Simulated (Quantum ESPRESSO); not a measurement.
# MgO (Periclase): from Born charge to LO-TO splitting

Aim: work out the LO frequency and the static dielectric constant of MgO (Periclase) from one linear-response run, then check them.

Main program and level: Quantum ESPRESSO 8.0 development, patched; DFT LDA, scalar-relativistic, plane waves, PseudoDojo norm-conserving pseudopotentials.

The database entry behind the starting cell differs from later determinations by our own check (about 0.1 % long), so it need not match the best structure at ambient conditions.

**1. Set-up**

It takes space group Fm-3m (No. 225, cubic). Conventional cell: a = 4.160 Å, b = 4.160 Å, c = 4.160 Å, α = 90.00°, β = 90.00°, γ = 90.00°. Nearest to Mg lie 6 O at 2.08 Å. Nearest to O lie 6 Mg at 2.08 Å. Farther neighbours and most contacts between anions are not listed.

This is the cell after its relaxation at this level of theory, not the database cell from which that began.

**2. What the response run gave**

A linear-response run on the relaxed cell, with the response to an electric field; only its zone-centre results are used. Cutoff 84 Ry, k mesh 12×12×12.

What it wrote:

```text
[banners, grids, parts of the stress and lines that vanish by symmetry left out]
Program PHONON v.8.0dev
     Dynamical matrices for q-points given in input
     (   1q-points):
[...]
Exchange-correlation= PW
                           (   1   4   0   0   0   0   0)
[...]
kinetic-energy cut-off    =      84.0000  Ry
     charge density cut-off    =     336.0000  Ry
     convergence threshold     =      1.0E-18
[...]
Exchange-correlation= PW
                           (   1   4   0   0   0   0   0)
[...]
q = (   0.0000000   0.0000000   0.0000000 )
     49 Sym.Ops. (with q -> -q+G )
     G cutoff =  263.0279  (  12627 G-vectors)     FFT grid: ( 36, 36, 36)
     number of k points=    72
[...]
Mode symmetry, O_h (m-3m)  point group:
[...]
Dielectric constant
[...]
End of electric fields calculation
          Dielectric constant in cartesian axis
          (       3.172298737       0.000000000      -0.000000000 )
          (       0.000000000       3.172298737       0.000000000 )
          (      -0.000000000       0.000000000       3.172298737 )
          Effective charges (d Force / dE) in cartesian axis without acoustic sum rule applied (asr)
           atom    1  Mg    Mean Z*:        1.97178
      Ex  (        1.97178       -0.00000        0.00000 )
      Ey  (       -0.00000        1.97178       -0.00000 )
      Ez  (        0.00000       -0.00000        1.97178 )
           atom    2  O     Mean Z*:       -1.97179
      Ex  (       -1.97179       -0.00000       -0.00000 )
      Ey  (       -0.00000       -1.97179        0.00000 )
      Ez  (       -0.00000        0.00000       -1.97179 )
          Effective charges Sum: Mean:       -0.00001
[...]
Effective charges (d Force / dE) in cartesian axis with asr applied:
           atom    1  Mg    Mean Z*:        1.97178
[...]
atom    2  O     Mean Z*:       -1.97178
[...]
Dielectric constant from finite-differences
          (       3.172254193       0.000000000       0.000000000 )
          (       0.000000000       3.172254193      -0.000000000 )
          (       0.000000000      -0.000000000       3.172254193 )
[...]
(       0.000000000      -0.000000000      -0.000000000 )
          (      -0.000000000       0.000000000       0.000000000 )
          (       0.000000000       0.000000000      -0.000000000 )
          (       0.000000000       0.000000000       0.000000000 )
          (       0.000000000       0.000000000       0.000000000 )
          (      -0.000000000      -0.000000000      -0.000000000 )
          (      -0.000000000       0.000000000       0.000000000 )
          (      -0.000000000       0.000000000      -0.000000000 )
[...]
(       0.000000000       0.000000000       0.000000000 )
          (       0.000000000       0.000000000      -0.000000000 )
          (      -0.000000000      -0.000000000      -0.000000000 )
          (      -0.000000000      -0.000000000      -0.000000000 )
          (       0.000000000      -0.000000000      -0.000000000 )
[...]
Representation #   1 modes #   1   2   3
[...]
End of self-consistent calculation
     Convergence has been achieved
     Representation #   2 modes #   4   5   6
[...]
End of self-consistent calculation
     Convergence has been achieved
[...]
Dielectric constant in cartesian axis
          (       3.172298737       0.000000000      -0.000000000 )
          (       0.000000000       3.172298737       0.000000000 )
          (      -0.000000000       0.000000000       3.172298737 )
          Effective charges (d Force / dE) in cartesian axis without acoustic sum rule applied (asr)
           atom    1  Mg    Mean Z*:        1.97178
      Ex  (        1.97178       -0.00000        0.00000 )
      Ey  (       -0.00000        1.97178       -0.00000 )
      Ez  (        0.00000       -0.00000        1.97178 )
           atom    2  O     Mean Z*:       -1.97179
      Ex  (       -1.97179       -0.00000       -0.00000 )
      Ey  (       -0.00000       -1.97179        0.00000 )
      Ez  (       -0.00000        0.00000       -1.97179 )
          Effective charges Sum: Mean:       -0.00001
[...]
Effective charges (d Force / dE) in cartesian axis with asr applied:
           atom    1  Mg    Mean Z*:        1.97178
[...]
atom    2  O     Mean Z*:       -1.97178
[...]
q = (    0.000000000   0.000000000   0.000000000 )
[...]
freq (    1) =       0.090893 [THz] =       3.031849 [cm-1]
     freq (    2) =       0.090893 [THz] =       3.031849 [cm-1]
     freq (    3) =       0.090893 [THz] =       3.031849 [cm-1]
     freq (    4) =      12.266641 [THz] =     409.171100 [cm-1]
     freq (    5) =      12.266641 [THz] =     409.171100 [cm-1]
     freq (    6) =      12.266641 [THz] =     409.171100 [cm-1]
[...]
Mode symmetry, O_h (m-3m)  point group:
     freq (   1-   3) =          3.0  [cm-1]   --> T_1u G_15  G_4- I
     freq (   4-   6) =        409.2  [cm-1]   --> T_1u G_15  G_4- I

   JOB DONE.
```

| quantity | value |
| --- | --- |
| cell volume Ω (Å³) | 18.002 |
| mass of Mg (u) | 24.305 |
| mass of O (u) | 15.999 |
| Born charge of Mg, raw (e) | 1.972 |
| Born charge of O, raw (e) | -1.972 |
| ε∞ | 3.172 |
| ω(TO) after the sum rule (cm⁻¹) | 409.2 |

**3. The calculation**

The charges must sum to zero over the cell; taking off their mean, 0.000 e, leaves Z* = 1.972 e on Mg. In the polar mode Mg moves against O, so the reduced mass is μ = 24.30 × 16.00 / 40.30 = 9.648 u.

A longitudinal wave builds up a field that adds to the restoring force: ω(LO)² = ω(TO)² + 4π Z*² / (μ Ω ε∞), in Hartree atomic units. With μ = 17587 electron masses and Ω = 121.48 bohr³ the second term is 7.2085e-06 Ha², or 347225 cm⁻² (1 Ha = 219474.6 cm⁻¹).

So ω(LO) = √(167412 + 347225) = 717.4 cm⁻¹, and by the Lyddane-Sachs-Teller relation ε₀ = ε∞ (ω(LO)/ω(TO))² = 9.75.

**4. Check against the program**

The analysis program adds the same non-analytic term to the full matrix, here for q along (1 0 0).

What it wrote:

```text
[banner, memory and clock lines left out]
Program DYNMAT v.8.0dev

     Reading Dynamical Matrix from file g.dyn
     ...Force constants read
     ...epsilon and Z* read
     ...Raman cross sections read

     Polarizability (A^3 units)
     multiply by 0.580013 for Clausius-Mossotti correction (not under assume_isolated = 'mt')
         3.111942    0.000000   -0.000000
         0.000000    3.111942    0.000000
        -0.000000    0.000000    3.111942

     IR activities are in (D/A)^2/amu units

# mode   [cm-1]    [THz]      IR
    1     -0.00   -0.0000    0.0000
    2     -0.00   -0.0000    0.0000
    3      0.00    0.0000    0.0000
    4    409.16   12.2664    9.2971
    5    409.16   12.2664    9.2971
    6    717.38   21.5065    9.2971
```

ε₀ comes from the program's run without a direction of q.

| quantity | by hand | program |
| --- | --- | --- |
| ω(LO) (cm⁻¹) | 717.4 | 717.4 |
| ε₀ | 9.75 | 9.75 |

**5. Outcome**

```
TO mode                    : 409.2 cm⁻¹
LO mode                    : 717.4 cm⁻¹
static dielectric constant : 9.752
```

**Reading.** The LO mode of MgO (Periclase) lies at 717 cm⁻¹, 308 cm⁻¹ above the TO mode; the formula meets the program within 0.1 cm⁻¹, as it must for a cubic crystal with one polar mode. ω(LO)² − ω(TO)² goes with Z*²/ε∞: an error of 5 % in ε∞ would move the LO mode by 11.6 cm⁻¹, and semilocal functionals tend to overestimate ε∞. These are harmonic values at zero temperature, at the volume of this functional, for the structure held cubic; stability elsewhere in the zone is no part of this calculation.

[Host names and launcher messages were left out of these logs when they were recorded.]

[Logs are printed without paths, hosts, clocks, repeated set-up lines and the standing remarks that a program may print on its own settings, such as how far it seeks lower states.]

[Hosts, paths, dates, database ids (printed as entryN), source tags and the programs' standing remarks are cut or masked in the printed files.]
